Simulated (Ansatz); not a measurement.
**Y2CO2 monolayer: the cell at rest**

Task: relax Y2CO2 monolayer tightly.

Main program and level: Ansatz 0.2.0; DFT PBEsol, scalar-relativistic, plane waves, PAW.

This is a report of a sequence of runs, with most program output left out.

### 1. The structure

The cell holds 5 atoms: 1 C, 2 Y and 2 O. Its edges and angles: a = 3.600 Å, b = 3.600 Å, c = 20.000 Å, α = 90.0°, β = 90.0°, γ = 120.0°. Vacuum lies along c.

As a file:

```
C Y O
1.0
     3.60000    0.00000    0.00000
    -1.80000    3.11769    0.00000
     0.00000    0.00000   20.00000
C Y O
1 2 2
Direct
  0.00000 0.00000 0.50000
  0.33333 0.66667 0.56000
  0.66667 0.33333 0.44000
  0.66667 0.33333 0.61000
  0.33333 0.66667 0.39000
```

### 2. Probe on a coarse mesh

A quick single point on a coarse mesh tells whether the cell has a gap and how far it is from rest, which sets the k mesh and smearing that follow.

The program solves this slab on a cell height of its own, 32.6 Å, in place of the one typed.

Input file input.yaml:

```yaml
crystal:
  lattice:
    - [3.6, 0.0, 0.0]
    - [-1.8, 3.11769, 0.0]
    - [0.0, 0.0, 20.0]
  atoms:
    - { symbol: C, position: [0.0, 0.0, 0.5] }
    - { symbol: "Y", position: [0.333333, 0.666667, 0.56] }
    - { symbol: "Y", position: [0.666667, 0.333333, 0.44] }
    - { symbol: O, position: [0.666667, 0.333333, 0.61] }
    - { symbol: O, position: [0.333333, 0.666667, 0.39] }
  periodic: [true, true, false]
kpoints:
  mp_grid: { grid: [6, 6, 1] }
hamiltonian:
  xc: pbesol
scf:
  occupations: { method: gaussian, width: 0.1 }
output:
  forces: true
  stress: true
  eigenvalues: true
```

Launch:

```sh
$ ansatz run input.yaml --threads 8 --pin off --max-ram 14336MiB --backend cpu --events-out ev --progress --plain --runs-dir out
```

Elapsed: 1.4 s, on 8 threads of Arm Neoverse V2, shared host; peak memory 0.73 GiB.

Numbers from this step:

| Quantity | Value |
| --- | --- |
| gap on the k-mesh | 0 eV |
| area per atom | 2.245 Å² |

The coarse mesh shows no gap.

### 3. Coarse relaxation

A rough relaxation comes first, because large forces or stress need no tight tolerances yet.

The program solves this slab on a cell height of its own, 32.6 Å, in place of the one typed.

Changes to input.yaml since step 2:

```diff
@@ -22 +22,6 @@
   eigenvalues: true
+relax:
+  adjacent_minimum: "off"
+  f_tol: 0.05
+  max_steps: 80
+  cell: { stress_2d_tol: 0.02 }
```

The job ended after 9.7 s (8 threads; peak memory 0.73 GiB).

Relaxation path:

```tsv
step	energy less that of the first step (eV)	largest force component (eV/Å)	volume (Å³)
1	0.0000	5.3923	365.89
2	-1.4567	1.6969	367.61
3	-1.8972	0.7306	350.67
4	-1.9811	0.0988	340.47
5	-1.9881	0.0529	345.80
6	-1.9883	0.0125	345.99
7	-1.9883	0.0034	345.96
8	-1.9883	0.0001	345.98
9*	-1.9810	0.0004	345.98
10	-1.9813	0.0002	345.48
11*	-1.9810	0.0002	345.48
```

Relaxation steps marked * repeat the geometry before them on a plane-wave basis chosen anew for their cell, so energy and pressure can jump there.

The run keeps the 12 symmetry operations that it works with, so distortions that break them were not tested.

```tsv
cell as run	before	after	change
a (Å)	3.600	3.498	-2.8 %
b (Å)	3.600	3.498	-2.8 %
```

The atoms that moved most (Å, along periodic axes as changes of fractional coordinates times the final cell, across vacuum about the mean position):

```tsv
atom	dx	dy	dz	length
Y3	0.000	0.000	-0.533	0.533
Y2	0.000	0.000	0.533	0.533
O4	0.000	0.000	0.276	0.276
O5	0.000	0.000	-0.276	0.276
```

The relaxed structure:

```xyz
5
Lattice="3.4981 0.0000 0.0000 -1.7491 3.0295 0.0000 0.0000 0.0000 32.6000" Properties=species:S:1:pos:R:3
C     0.0000    0.0000   10.0000
Y     0.0000    2.0196   11.7333
Y     1.7491    1.0098    8.2667
O     1.7491    1.0098   12.4763
O     0.0000    2.0196    7.5237
```

This step gave:

| Property | Result |
| --- | --- |
| area per atom | 2.119 Å² |

The relaxation ends with a largest force component of 2.2e-4 eV/Å.

### 4. Bringing the structure to rest

The cell and atoms are relaxed, since residual forces and stress would shift the frequencies.

The program solves this slab on a cell height of its own, 33.7 Å, in place of the one typed.

Input file input.yaml:

```yaml
crystal:
  lattice:
    - [3.4981312542, 0.0, 0.0]
    - [-1.7490656271, 3.0294705319, 0.0]
    - [0.0, 0.0, 32.6]
  atoms:
    - { symbol: C, position: [0.0, 0.0, 0.3067484663] }
    - { symbol: "Y", position: [0.3333333333, 0.6666666667, 0.3599181851] }
    - { symbol: "Y", position: [0.6666666667, 0.3333333333, 0.2535787474] }
    - { symbol: O, position: [0.6666666667, 0.3333333333, 0.3827082058] }
    - { symbol: O, position: [0.3333333333, 0.6666666667, 0.2307887267] }
  periodic: [true, true, false]
kpoints:
  mp_grid: { grid: [12, 12, 1] }
hamiltonian:
  xc: pbesol
scf:
  occupations: { method: gaussian, width: 0.1 }
output:
  forces: true
  stress: true
  eigenvalues: true
  write_density: true
  write_potential: true
  elf: true
  volumetric_format: npy
relax:
  adjacent_minimum: "off"
  f_tol: 0.005
  max_steps: 80
  cell: { stress_2d_tol: 0.02 }
```

It took 9.4 s on 8 threads; peak memory 0.97 GiB; 64 s of CPU time.

Relaxation path:

```tsv
step	energy less that of the first step (eV)	largest force component (eV/Å)	volume (Å³)
1	0.0000	0.0369	357.19
2	-0.0002	0.0405	355.97
3	-0.0012	0.0061	356.13
4	-0.0012	0.0005	356.20
5*	-0.0007	0.0005	356.20
```

Relaxation steps marked * repeat the geometry before them on a plane-wave basis chosen anew for their cell, so energy and pressure can jump there. Relaxation step 2 was tried and not accepted.

Forces are held to the 12 operations that the run works with; a distortion that breaks them can't arise in this run.

```tsv
cell as run	before	after	change
a (Å)	3.498	3.493	-0.1 %
b (Å)	3.498	3.493	-0.1 %
```

The atoms that moved most (Å, along periodic axes as changes of fractional coordinates times the final cell, across vacuum about the mean position):

```tsv
atom	dx	dy	dz	length
O5	0.000	0.000	-0.013	0.013
O4	0.000	0.000	0.013	0.013
Y2	0.000	0.000	0.012	0.012
Y3	0.000	0.000	-0.012	0.012
```

Final coordinates:

```
C Y O
1.0
     3.49328    0.00000    0.00000
    -1.74664    3.02527    0.00000
     0.00000    0.00000   33.70515
C Y O
1 2 2
Direct
  0.00000 0.00000 0.29669
  0.33333 0.66667 0.34846
  0.66667 0.33333 0.24492
  0.66667 0.33333 0.37055
  0.33333 0.66667 0.22283
```

This step gave:

```
area per atom : 2.114 Å²
```

Valence density in the ac plane at fractional y = 0.333, with atoms of Y and O within 0.2 Å of it. It is the smooth field of the valence electrons, not physical close to the nuclei.

Values in e/Å³, 24 rows by 14 columns, each cell a mean:
```
0.0 0.0 0.0 0.0 0.0 0.0 0.0 0.0 0.0 0.0 0.0 0.0 0.0 0.0
0.0 0.0 0.0 0.0 0.0 0.0 0.0 0.0 0.0 0.0 0.0 0.0 0.0 0.0
0.0 0.0 0.0 0.0 0.0 0.0 0.0 0.0 0.0 0.0 0.0 0.0 0.0 0.0
0.0 0.0 0.0 0.0 0.0 0.0 0.0 0.0 0.0 0.0 0.0 0.0 0.0 0.0
0.0 0.0 0.0 0.0 0.0 0.0 0.0 0.0 0.0 0.0 0.0 0.0 0.0 0.0
0.0 0.0 0.0 0.0 0.0 0.0 0.0 0.0 0.0 0.0 0.0 0.0 0.0 0.0
0.0 0.0 0.0 0.0 0.0 0.0 0.0 0.0 0.0 0.0 0.0 0.0 0.0 0.0
0.0 0.0 0.0 0.0 0.0 0.0 0.0 0.0 0.0 0.0 0.0 0.0 0.0 0.0
0.0 0.0 0.0 0.0 0.0 0.0 0.0 0.0 0.0 0.0 0.0 0.0 0.0 0.0
0.0 0.0 0.0 0.0 0.0 0.0 0.0 0.0 0.0 0.0 0.0 0.0 0.0 0.0
0.0 0.0 0.0 0.0 0.0 0.0 0.0 0.0 0.0 0.0 0.0 0.0 0.0 0.0
0.0 0.0 0.0 0.0 0.0 0.0 0.0 0.0 0.0 0.0 0.0 0.0 0.0 0.0
0.0 0.0 0.0 0.0 0.0 0.0 0.0 0.0 0.0 0.0 0.0 0.0 0.0 0.0
0.0 0.0 0.0 0.0 0.0 0.0 0.0 0.0 0.0 0.0 0.0 0.0 0.0 0.0
0.1 0.0 0.0 0.0 0.1 0.1 0.3 0.8 1.6 2.2 2.0 1.1 0.5 0.2
0.3 0.3 0.4 0.3 0.3 0.3 0.4 1.1 2.1 2.8 2.5 1.4 0.6 0.3
0.2 0.2 0.3 0.2 0.2 0.2 0.1 0.1 0.1 0.1 0.1 0.1 0.1 0.1
0.2 0.2 0.2 0.2 0.2 0.2 0.5 1.1 1.6 1.7 1.7 1.3 0.8 0.3
0.2 0.2 0.2 0.2 0.2 0.3 0.6 1.4 1.9 2.1 2.1 1.6 0.9 0.4
0.0 0.0 0.0 0.0 0.0 0.0 0.0 0.0 0.0 0.0 0.0 0.0 0.0 0.0
0.0 0.0 0.0 0.0 0.0 0.0 0.0 0.0 0.0 0.0 0.0 0.0 0.0 0.0
0.0 0.0 0.0 0.0 0.0 0.0 0.0 0.0 0.0 0.0 0.0 0.0 0.0 0.0
0.0 0.0 0.0 0.0 0.0 0.0 0.0 0.0 0.0 0.0 0.0 0.0 0.0 0.0
0.0 0.0 0.0 0.0 0.0 0.0 0.0 0.0 0.0 0.0 0.0 0.0 0.0 0.0
```
Columns run along a (3.5 Å), rows up along c (33.7 Å). Atoms in or near the plane, at fractional coordinates: Y at (0.67, 0.24), O at (0.67, 0.37).

ELF in the ac plane at fractional y = 0.333, with atoms of Y and O within 0.2 Å of it. It is the smooth field of the valence electrons, not physical close to the nuclei.

Values, 24 rows by 14 columns, each cell a mean:
```
0.00 0.00 0.00 0.00 0.00 0.00 0.00 0.00 0.00 0.00 0.00 0.00 0.00 0.00
0.00 0.00 0.00 0.00 0.00 0.00 0.00 0.00 0.00 0.00 0.00 0.00 0.00 0.00
0.00 0.00 0.00 0.00 0.00 0.00 0.00 0.00 0.00 0.00 0.00 0.00 0.00 0.00
0.00 0.00 0.00 0.00 0.00 0.00 0.00 0.00 0.00 0.00 0.00 0.00 0.00 0.00
0.00 0.00 0.00 0.00 0.00 0.00 0.00 0.00 0.00 0.00 0.00 0.00 0.00 0.00
0.00 0.00 0.00 0.00 0.00 0.00 0.00 0.00 0.00 0.00 0.00 0.00 0.00 0.00
0.00 0.00 0.00 0.00 0.00 0.00 0.00 0.00 0.00 0.00 0.00 0.00 0.00 0.00
0.00 0.00 0.00 0.00 0.00 0.00 0.00 0.00 0.00 0.00 0.00 0.00 0.00 0.00
0.00 0.00 0.00 0.00 0.00 0.00 0.00 0.00 0.00 0.00 0.00 0.00 0.00 0.00
0.00 0.00 0.00 0.00 0.00 0.00 0.00 0.00 0.00 0.00 0.00 0.00 0.00 0.00
0.00 0.00 0.00 0.00 0.00 0.00 0.00 0.00 0.00 0.00 0.00 0.00 0.00 0.00
0.00 0.00 0.00 0.00 0.00 0.00 0.00 0.00 0.00 0.00 0.00 0.00 0.00 0.00
0.00 0.00 0.00 0.00 0.00 0.00 0.00 0.00 0.00 0.00 0.00 0.00 0.00 0.00
0.02 0.01 0.00 0.00 0.01 0.03 0.05 0.08 0.09 0.10 0.09 0.08 0.07 0.04
0.19 0.06 0.02 0.03 0.13 0.35 0.56 0.67 0.67 0.64 0.66 0.68 0.62 0.48
0.14 0.22 0.31 0.28 0.16 0.17 0.35 0.57 0.61 0.57 0.59 0.60 0.46 0.25
0.38 0.43 0.45 0.45 0.40 0.33 0.24 0.16 0.13 0.12 0.12 0.14 0.20 0.28
0.20 0.27 0.32 0.30 0.23 0.22 0.36 0.51 0.54 0.52 0.53 0.53 0.44 0.28
0.22 0.40 0.52 0.47 0.29 0.20 0.36 0.58 0.64 0.62 0.63 0.61 0.47 0.25
0.15 0.22 0.24 0.23 0.18 0.10 0.04 0.01 0.01 0.01 0.01 0.01 0.02 0.06
0.00 0.00 0.01 0.00 0.00 0.00 0.00 0.00 0.00 0.00 0.00 0.00 0.00 0.00
0.00 0.00 0.00 0.00 0.00 0.00 0.00 0.00 0.00 0.00 0.00 0.00 0.00 0.00
0.00 0.00 0.00 0.00 0.00 0.00 0.00 0.00 0.00 0.00 0.00 0.00 0.00 0.00
0.00 0.00 0.00 0.00 0.00 0.00 0.00 0.00 0.00 0.00 0.00 0.00 0.00 0.00
```
Columns run along a (3.5 Å), rows up along c (33.7 Å). Atoms in or near the plane, at fractional coordinates: Y at (0.67, 0.24), O at (0.67, 0.37).

Electrostatic potential energy in the ac plane at fractional y = 0.333, with atoms of Y and O within 0.2 Å of it. With pseudopotentials it is smooth inside the atoms' cores, unlike the true potential.

Values in eV, 24 rows by 14 columns, each cell a mean:
```
  0   0   0   0   0   0   0   0   0   0   0   0   0   0
  0   0   0   0   0   0   0   0   0   0   0   0   0   0
  0   0   0   0   0   0   0   0   0   0   0   0   0   0
  0   0   0   0   0   0   0   0   0   0   0   0   0   0
  0   0   0   0   0   0   0   0   0   0   0   0   0   0
  0   0   0   0   0   0   0   0   0   0   0   0   0   0
  0   0   0   0   0   0   0   0   0   0   0   0   0   0
  0   0   0   0   0   0   0   0   0   0   0   0   0   0
  0   0   0   0   0   0   0   0   0   0   0   0   0   0
  0   0   0   0   0   0   0   0   0   0   0   0   0   0
  0   0   0   0   0   0   0   0   0   0   0   0   0   0
  0   0   0   0   0   0   0   0   0   0   0   0   0   0
  0   0   0   0   0   0   0   0   0   0   0   0   0   0
  0   0   0   0   0   0   0   0   0   0   0   0   0   0
 -2  -3  -3  -3  -2  -2  -2  -8 -12 -13 -12 -10  -4  -1
-10 -13 -15 -14 -11  -8  -6 -12 -15 -16 -16 -14  -9  -7
 -4  -5  -6  -5  -5  -4  -3  -2  -2  -2  -2  -2  -3  -3
 -6  -4  -3  -4  -5  -9 -15 -20 -21 -22 -22 -20 -17 -12
 -6  -4  -3  -3  -5 -10 -17 -22 -24 -25 -24 -23 -20 -13
  0   0   0   0   0  -1  -1  -2  -2  -3  -2  -2  -2  -1
  0   0   0   0   0   0   0   0   0   0   0   0   0   0
  0   0   0   0   0   0   0   0   0   0   0   0   0   0
  0   0   0   0   0   0   0   0   0   0   0   0   0   0
  0   0   0   0   0   0   0   0   0   0   0   0   0   0
```
Columns run along a (3.5 Å; values clipped at the 3rd and 97th percentile), rows up along c (33.7 Å). Atoms in or near the plane, at fractional coordinates: Y at (0.67, 0.24), O at (0.67, 0.37).

### 5. Tight relaxation

Phonons need a cell at rest on their own settings, so the relaxation is repeated with tight tolerances on forces and stress on the k mesh and occupations of the first response run.

input.yaml, the sections that differ from step 4:

```yaml
crystal:
  lattice:
    - [3.493284186, 0.0, 0.0]
    - [-1.746642093, 3.0252728477, 0.0]
    - [0.0, 0.0, 33.7051500373]
  atoms:
    - { symbol: C, position: [0.0, 0.0, 0.2966905648] }
    - { symbol: "Y", position: [0.3333333333, 0.6666666667, 0.3484590507] }
    - { symbol: "Y", position: [0.6666666667, 0.3333333333, 0.2449220788] }
    - { symbol: O, position: [0.6666666667, 0.3333333333, 0.3705512843] }
    - { symbol: O, position: [0.3333333333, 0.6666666667, 0.2228298453] }
  periodic: [true, true, false]
scf:
  occupations: { method: methfessel_paxton, width: 0.15 }
relax:
  adjacent_minimum: "off"
  f_tol: 0.001
  max_steps: 60
  cell: { stress_2d_tol: 0.002 }
# kpoints, hamiltonian, output: as in step 4
```

Elapsed: 12 s, on 8 threads; peak memory 0.98 GiB; 86 s of CPU time.

Little changed from the start: no atom moved by 0.005 Å and no cell edge by 0.1 %.

This step gave:

| Quantity | Value |
| --- | --- |
| area per atom | 2.112 Å² |

Electrostatic potential energy in the ac plane at fractional y = 0.333, with atoms of Y and O within 0.2 Å of it. With pseudopotentials it is smooth inside the atoms' cores, unlike the true potential.

Ten even steps from '_' (-25 eV) to '@' (0 eV), each cell a mean:
```
@@@@@@@@@@@@@@@@@@@@@@@@@@@@
@@@@@@@@@@@@@@@@@@@@@@@@@@@@
@@@@@@@@@@@@@@@@@@@@@@@@@@@@
@@@@@@@@@@@@@@@@@@@@@@@@@@@@
@@@@@@@@@@@@@@@@@@@@@@@@@@@@
@@@@@@@@@@@@@@@@@@@@@@@@@@@@
@@@@@@@@@@@@@@@@@@@@@@@@@@@@
@@@@@@@@@@@@@@@@@@@@@@@@@@@@
@@@@@@@@@@@@@@@@@@@@@@@@@@@@
@@@@@@@@@@@@@@@@@@@@@@@@@@@@
@@@@@@@@@@@@@@@@@@@@@@@@@@@@
@@@@@@@@@@@@@@@@@@@@@@@@@@@@
@@@@@@@@@@@@@@@@@@@@@@@@@@@@
@@@@@@@@@@@@@@@@@@@@@@@@@@@@
@@%%%%%%@@@@@@**++====**%%@@
**======++**##++------==**##
%%######%%%%%%@@@@@@@@@@%%%%
##%%%%%%##**--::........::++
##%%%%%%##**::..________..==
@@@@@@@@@@@@@@@@@@%%%%@@@@@@
@@@@@@@@@@@@@@@@@@@@@@@@@@@@
@@@@@@@@@@@@@@@@@@@@@@@@@@@@
@@@@@@@@@@@@@@@@@@@@@@@@@@@@
@@@@@@@@@@@@@@@@@@@@@@@@@@@@
```
Columns run along a (3.5 Å; values clipped at the 3rd and 97th percentile), rows up along c (33.7 Å). Atoms in or near the plane, at fractional coordinates: Y at (0.67, 0.24), O at (0.67, 0.37).

Valence density in the ac plane at fractional y = 0.333, with atoms of Y and O within 0.2 Å of it. It is the smooth field of the valence electrons, not physical close to the nuclei.

Values in e/Å³, 24 rows by 14 columns, each cell a mean:
```
0.0 0.0 0.0 0.0 0.0 0.0 0.0 0.0 0.0 0.0 0.0 0.0 0.0 0.0
0.0 0.0 0.0 0.0 0.0 0.0 0.0 0.0 0.0 0.0 0.0 0.0 0.0 0.0
0.0 0.0 0.0 0.0 0.0 0.0 0.0 0.0 0.0 0.0 0.0 0.0 0.0 0.0
0.0 0.0 0.0 0.0 0.0 0.0 0.0 0.0 0.0 0.0 0.0 0.0 0.0 0.0
0.0 0.0 0.0 0.0 0.0 0.0 0.0 0.0 0.0 0.0 0.0 0.0 0.0 0.0
0.0 0.0 0.0 0.0 0.0 0.0 0.0 0.0 0.0 0.0 0.0 0.0 0.0 0.0
0.0 0.0 0.0 0.0 0.0 0.0 0.0 0.0 0.0 0.0 0.0 0.0 0.0 0.0
0.0 0.0 0.0 0.0 0.0 0.0 0.0 0.0 0.0 0.0 0.0 0.0 0.0 0.0
0.0 0.0 0.0 0.0 0.0 0.0 0.0 0.0 0.0 0.0 0.0 0.0 0.0 0.0
0.0 0.0 0.0 0.0 0.0 0.0 0.0 0.0 0.0 0.0 0.0 0.0 0.0 0.0
0.0 0.0 0.0 0.0 0.0 0.0 0.0 0.0 0.0 0.0 0.0 0.0 0.0 0.0
0.0 0.0 0.0 0.0 0.0 0.0 0.0 0.0 0.0 0.0 0.0 0.0 0.0 0.0
0.0 0.0 0.0 0.0 0.0 0.0 0.0 0.0 0.0 0.0 0.0 0.0 0.0 0.0
0.0 0.0 0.0 0.0 0.0 0.0 0.0 0.0 0.0 0.0 0.0 0.0 0.0 0.0
0.1 0.0 0.0 0.0 0.1 0.1 0.3 0.8 1.6 2.2 2.0 1.1 0.5 0.2
0.3 0.3 0.4 0.3 0.3 0.3 0.4 1.1 2.1 2.7 2.5 1.4 0.6 0.3
0.2 0.2 0.3 0.2 0.2 0.1 0.1 0.1 0.1 0.1 0.1 0.1 0.1 0.1
0.2 0.2 0.2 0.2 0.2 0.2 0.5 1.1 1.6 1.7 1.7 1.3 0.8 0.3
0.2 0.2 0.2 0.2 0.2 0.3 0.6 1.4 2.0 2.1 2.1 1.6 0.9 0.4
0.0 0.0 0.0 0.0 0.0 0.0 0.0 0.0 0.0 0.0 0.0 0.0 0.0 0.0
0.0 0.0 0.0 0.0 0.0 0.0 0.0 0.0 0.0 0.0 0.0 0.0 0.0 0.0
0.0 0.0 0.0 0.0 0.0 0.0 0.0 0.0 0.0 0.0 0.0 0.0 0.0 0.0
0.0 0.0 0.0 0.0 0.0 0.0 0.0 0.0 0.0 0.0 0.0 0.0 0.0 0.0
0.0 0.0 0.0 0.0 0.0 0.0 0.0 0.0 0.0 0.0 0.0 0.0 0.0 0.0
```
Columns run along a (3.5 Å), rows up along c (33.7 Å). Atoms in or near the plane, at fractional coordinates: Y at (0.67, 0.24), O at (0.67, 0.37).

ELF in the ac plane at fractional y = 0.333, with atoms of Y and O within 0.2 Å of it. It is the smooth field of the valence electrons, not physical close to the nuclei.

Values, 24 rows by 14 columns, each cell a mean:
```
0.00 0.00 0.00 0.00 0.00 0.00 0.00 0.00 0.00 0.00 0.00 0.00 0.00 0.00
0.00 0.00 0.00 0.00 0.00 0.00 0.00 0.00 0.00 0.00 0.00 0.00 0.00 0.00
0.00 0.00 0.00 0.00 0.00 0.00 0.00 0.00 0.00 0.00 0.00 0.00 0.00 0.00
0.00 0.00 0.00 0.00 0.00 0.00 0.00 0.00 0.00 0.00 0.00 0.00 0.00 0.00
0.00 0.00 0.00 0.00 0.00 0.00 0.00 0.00 0.00 0.00 0.00 0.00 0.00 0.00
0.00 0.00 0.00 0.00 0.00 0.00 0.00 0.00 0.00 0.00 0.00 0.00 0.00 0.00
0.00 0.00 0.00 0.00 0.00 0.00 0.00 0.00 0.00 0.00 0.00 0.00 0.00 0.00
0.00 0.00 0.00 0.00 0.00 0.00 0.00 0.00 0.00 0.00 0.00 0.00 0.00 0.00
0.00 0.00 0.00 0.00 0.00 0.00 0.00 0.00 0.00 0.00 0.00 0.00 0.00 0.00
0.00 0.00 0.00 0.00 0.00 0.00 0.00 0.00 0.00 0.00 0.00 0.00 0.00 0.00
0.00 0.00 0.00 0.00 0.00 0.00 0.00 0.00 0.00 0.00 0.00 0.00 0.00 0.00
0.00 0.00 0.00 0.00 0.00 0.00 0.00 0.00 0.00 0.00 0.00 0.00 0.00 0.00
0.00 0.00 0.00 0.00 0.00 0.00 0.00 0.00 0.00 0.00 0.00 0.00 0.00 0.00
0.02 0.01 0.00 0.00 0.01 0.03 0.05 0.08 0.09 0.10 0.10 0.08 0.07 0.04
0.20 0.06 0.02 0.03 0.13 0.35 0.56 0.67 0.67 0.64 0.66 0.68 0.62 0.48
0.14 0.22 0.31 0.28 0.16 0.17 0.35 0.57 0.61 0.57 0.59 0.60 0.46 0.25
0.38 0.43 0.45 0.44 0.40 0.33 0.24 0.16 0.13 0.12 0.12 0.14 0.20 0.28
0.20 0.27 0.32 0.30 0.23 0.22 0.36 0.51 0.54 0.52 0.53 0.53 0.44 0.28
0.22 0.40 0.52 0.47 0.29 0.20 0.36 0.58 0.64 0.62 0.63 0.61 0.47 0.25
0.15 0.22 0.24 0.23 0.18 0.10 0.04 0.01 0.01 0.01 0.01 0.01 0.02 0.06
0.00 0.00 0.01 0.00 0.00 0.00 0.00 0.00 0.00 0.00 0.00 0.00 0.00 0.00
0.00 0.00 0.00 0.00 0.00 0.00 0.00 0.00 0.00 0.00 0.00 0.00 0.00 0.00
0.00 0.00 0.00 0.00 0.00 0.00 0.00 0.00 0.00 0.00 0.00 0.00 0.00 0.00
0.00 0.00 0.00 0.00 0.00 0.00 0.00 0.00 0.00 0.00 0.00 0.00 0.00 0.00
```
Columns run along a (3.5 Å), rows up along c (33.7 Å). Atoms in or near the plane, at fractional coordinates: Y at (0.67, 0.24), O at (0.67, 0.37).

The largest force component left is 0.073 meV/Å, within the tolerances set.

### 6. What came out

| Item | Value |
| --- | --- |
| space group after relaxation (within 0.01 Å) | P-3m1 |
| lattice constant a | 3.492 Å |
| lattice constant b | 3.492 Å |
| area per atom | 2.11 Å² |

In words: The largest force component left is 0.073 meV/Å, within the tolerances set. The relaxation keeps the symmetry of its start, so it says nothing on stability against lower symmetry. The starting cell was built on a prototype and not taken from a measurement.

[Logs are printed without paths, hosts, clocks, repeated set-up lines and the standing remarks that a program may print on its own settings, such as how far it seeks lower states.]

[Hosts, paths, dates, database ids (printed as entryN), source tags and the programs' standing remarks are cut or masked in the printed files.]
